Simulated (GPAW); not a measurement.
Consider C on a Si site in ScSi2.

```cif
data_structure
_symmetry_space_group_name_H-M 'P 1'
_symmetry_Int_Tables_number 1
_cell_length_a 6.3393
_cell_length_b 6.3393
_cell_length_c 7.7400
_cell_angle_alpha 90.000
_cell_angle_beta 90.000
_cell_angle_gamma 60.000
_cell_volume 269.37
loop_
_atom_site_label
_atom_site_type_symbol
_atom_site_fract_x
_atom_site_fract_y
_atom_site_fract_z
_atom_site_occupancy
Sc1 Sc 0.00000 0.01032 0.99569 1
Sc2 Sc 0.34365 0.32301 0.99569 1
Sc3 Sc 0.00000 0.01032 0.50431 1
Sc4 Sc 0.65635 0.66667 0.99569 1
Sc5 Sc 0.34365 0.32301 0.50431 1
Sc6 Sc 0.65635 0.66667 0.50431 1
C7 C 0.00000 0.66667 0.25000 1
Si8 Si 0.33333 0.00000 0.25000 1
Si9 Si 0.00000 0.66667 0.75000 1
Si10 Si 0.66667 0.33333 0.25000 1
Si11 Si 0.33333 0.00000 0.75000 1
Si12 Si 0.66667 0.33333 0.75000 1
Si13 Si 0.29340 0.66667 0.25000 1
Si14 Si 0.70660 0.96006 0.25000 1
Si15 Si 0.33368 0.66667 0.75000 1
Si16 Si 0.00000 0.37327 0.25000 1
Si17 Si 0.66633 0.00034 0.75000 1
Si18 Si 0.00000 0.33299 0.75000 1
```

Absorber: atom 7, with 3 Si at 1.86 Å (trigonal planar; the defect atom itself). Method: GPAW, PBE, excited-electron core hole (neutral cell), 18-atom cell with 6.3 Å between holes, 4×4×3 k points, dipole transitions, Gaussian full width 0.9 eV up to 4 eV, rising linearly to 3.5 eV at 25 eV.

**Question.** What does the C K edge look like?

Main maxima up to 24 eV above the zero (height): 1.7 eV (2.00), 4.1 eV (1.43), 7.0 eV (0.87), 11.5 eV (1.24), 16.5 eV (0.81) and 21.9 eV (0.95). A K edge sees empty p states on the absorber. The total-energy difference is 289.66 eV. One term is added: -6.71 eV, since the hole is spin-paired here and a spin-polarised one costs that much less in the free atom (computed apart). The photon energy is then 282.95 eV. The functional leaves an error of a few eV in such absolute values.

The C K spectrum (energy from the lowest empty level; intensity scaled to a mean of 1 over the first 20 eV):

```tsv
E (eV)	isotropic	ε ∥ x	ε ∥ z
-2.00	0.00	0.00	0.00
-1.25	0.00	0.00	0.00
-0.50	0.15	0.20	0.06
0.25	1.00	1.24	0.53
1.00	1.73	1.85	1.49
1.75	2.00	1.66	2.67
2.50	1.85	1.33	2.89
3.25	1.38	1.00	2.12
4.00	1.43	1.52	1.24
4.75	1.04	1.11	0.88
5.50	0.62	0.69	0.48
6.25	0.71	0.81	0.50
7.00	0.87	0.99	0.63
7.75	0.75	0.77	0.71
8.50	0.76	0.73	0.81
9.25	0.85	0.84	0.87
10.00	0.89	0.96	0.76
10.75	1.10	1.36	0.59
11.50	1.24	1.62	0.50
12.25	1.09	1.33	0.62
13.00	0.86	0.88	0.81
13.75	0.70	0.60	0.90
14.50	0.63	0.53	0.84
15.25	0.69	0.65	0.78
16.00	0.79	0.80	0.77
16.75	0.81	0.86	0.70
17.50	0.77	0.85	0.62
18.25	0.76	0.84	0.61
19.00	0.79	0.86	0.65
19.75	0.84	0.91	0.68
20.50	0.89	0.99	0.69
21.25	0.93	1.05	0.69
22.00	0.95	1.07	0.70
22.75	0.93	1.04	0.70
23.50	0.88	0.99	0.67
24.25	0.82	0.91	0.62
25.00	0.74	0.83	0.56
25.75	0.66	0.73	0.51
```

In so small a cell the defects form an ordered array, and no site is far from one. The holes are only 6.3 Å apart, so the shape is probably not converged with cell size; no larger cell was run here. The mesh is coarse (0.29 Å⁻¹ between points), so small maxima may be mesh ripples.

[Banner, clock and machine lines of the logs are left out without a mark of their own.]

[Logs are printed without paths, hosts, clocks, repeated set-up lines and the standing remarks that a program may print on its own settings, such as how far it seeks lower states.]

[Hosts, paths, dates, database ids (printed as entryN), source tags and the programs' standing remarks are cut or masked in the printed files.]

[Lists of maxima count a maximum above −3 eV only where it reaches 4 % of the highest in the window and stands out from its surroundings by 2 % of it (1.5 % where it reaches 55 %); shoulders and weaker maxima are passed over, and of the rest the first, up to two pre-edge ones and the few strongest are named.]
